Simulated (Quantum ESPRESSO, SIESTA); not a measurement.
# Rocksalt TaN from compression to expansion (PBEsol)

What equilibrium volume and bulk modulus does PBEsol give for rocksalt TaN, and do programs with other bases and potentials agree?

Numbers are calculated unless marked as measured.

### 1. Set-up

The cell holds 2 atoms (1 Ta and 1 N). It starts from typed lattice constants, and its volume is changed by -8 to +8 %. Symmetry fixes shape and atoms, so all levels solve the scaled cells as they are.

### 2. One input

Quantum ESPRESSO 7.5: Kohn-Sham DFT, PBEsol, GBRV 1.5 ultrasoft pseudopotentials, plane waves. Its pw.in for the cell at -2 %:

```
&control
  calculation = 'scf'
  pseudo_dir = './pseudo'
  outdir = './tmp'
  disk_io = 'none'
  tprnfor = .true.
  tstress = .true.
/
&system
  ibrav = 0
  nat = 2
  ntyp = 2
  ecutwfc = 50
  ecutrho = 300
  occupations = 'smearing'
  smearing = 'fd'
  degauss = 0.007350
/
&electrons
  conv_thr = 1.0e-08
  electron_maxstep = 100
  mixing_beta = 0.3
  mixing_mode = 'plain'
  diagonalization = 'david'
/
ATOMIC_SPECIES
Ta 180.948 Ta.upf
N 14.007 N.upf
CELL_PARAMETERS angstrom
0.00000 2.19517 2.19517
2.19517 0.00000 2.19517
2.19517 2.19517 0.00000
ATOMIC_POSITIONS crystal
Ta 0.00000 0.00000 0.00000
N 0.50000 0.50000 0.50000
K_POINTS automatic
12 12 12 0 0 0
```

Wall time 11 s (2 MPI ranks of Arm Neoverse V1, shared host); peak memory 0.18 GiB; 23 s of CPU time.

### 3. The levels

| level | basis or training data | k-meshes | runs finished | CPU time | peak memory (GiB) |
| --- | --- | --- | --- | --- | --- |
| QE, PBEsol (reference) | plane waves, GBRV 1.5 ultrasoft, 50/300 Ry | 12×12×12 | 9 of 9 | 3.8 min | 0.2 |
| SIESTA DZP, PBEsol | DZP orbitals, shift 0.01 Ry, mesh 400 Ry | 12×12×12 | 9 of 9 | 9.7 min | 0.38 |

CPU times are sums over a level's finished runs on a shared host, and rough.

### 4. Energy and pressure

Energy over each level's lowest row (meV an atom), then pressure (GPa):

```csv
volume change (%),volume (Å³/atom),"E, QE, PBEsol","E, SIESTA DZP, PBEsol","P, QE, PBEsol","P, SIESTA DZP, PBEsol"
-8,9.930,34.55,54.13,21.33,27.00
-6,10.146,11.63,24.66,12.06,17.51
-4,10.362,0.54,6.85,3.80,9.29
-2,10.578,0.00,0.00,-3.60,0.87
+0,10.794,8.90,3.53,-10.23,-6.04
+2,11.010,26.26,15.93,-16.14,-12.15
+4,11.226,51.15,36.00,-21.42,-17.50
+6,11.441,82.78,63.02,-26.12,-22.49
+8,11.657,120.45,96.48,-30.33,-27.00
```

### 5. Fits

Third-order Birch–Murnaghan fits: the energy is a cubic in V^(−2/3), fitted to the energies of the rows that share one k-mesh, or through its derivative to the printed pressures. A tick marks the fit quoted below: that to energies where it misses by under 0.12 meV an atom, else that to pressures.

| level | fitted to | V0 (Å³/atom) | a (Å) | B0 (GPa) | B′ | r.m.s. miss |
| --- | --- | --- | --- | --- | --- | --- |
| QE, PBEsol | energies, 9 rows ✓ | 10.481 | 4.377 | 357.5 | 4.46 | 0.01 meV/atom |
| QE, PBEsol | pressures, 9 rows | 10.469 | 4.375 | 358.6 | 4.46 | 0.01 GPa |
| SIESTA DZP, PBEsol | energies, 9 rows | 10.609 | 4.395 | 353.9 | 4.47 | 0.16 meV/atom |
| SIESTA DZP, PBEsol | pressures, 9 rows ✓ | 10.610 | 4.395 | 353.6 | 4.46 | 0.20 GPa |

### 6. What came out

From its energies, the reference gives V0 = 10.481 Å³ an atom (a = 4.377 Å), B0 = 357 GPa and B′ = 4.5. SIESTA DZP, PBEsol (pressures) lies +1.24 % from it in volume and -1.1 % in bulk modulus. The energies of SIESTA DZP, PBEsol scatter about their fit by 0.16 meV an atom even on one mesh, so the pressures are quoted there. Where both fits stand, they agree on V0 within 0.3 %.

Caveats: The nuclei are static, without zero-point or thermal motion. Spin–orbit coupling is left out. Rocksalt TaN is a high-temperature or thin-film form, not the ground state. SIESTA's automatically made basis is far from complete, and its potentials were converted by us (checked for H, C, O, Si, Ge and Ca alone). The DFT runs use Fermi–Dirac occupations of width 0.1 eV, and energies are free energies.

[Logs are printed without paths, hosts, clocks, repeated set-up lines and the standing remarks that a program may print on its own settings, such as how far it seeks lower states.]

[Hosts, paths, dates, database ids (printed as entryN), source tags and the programs' standing remarks are cut or masked in the printed files.]
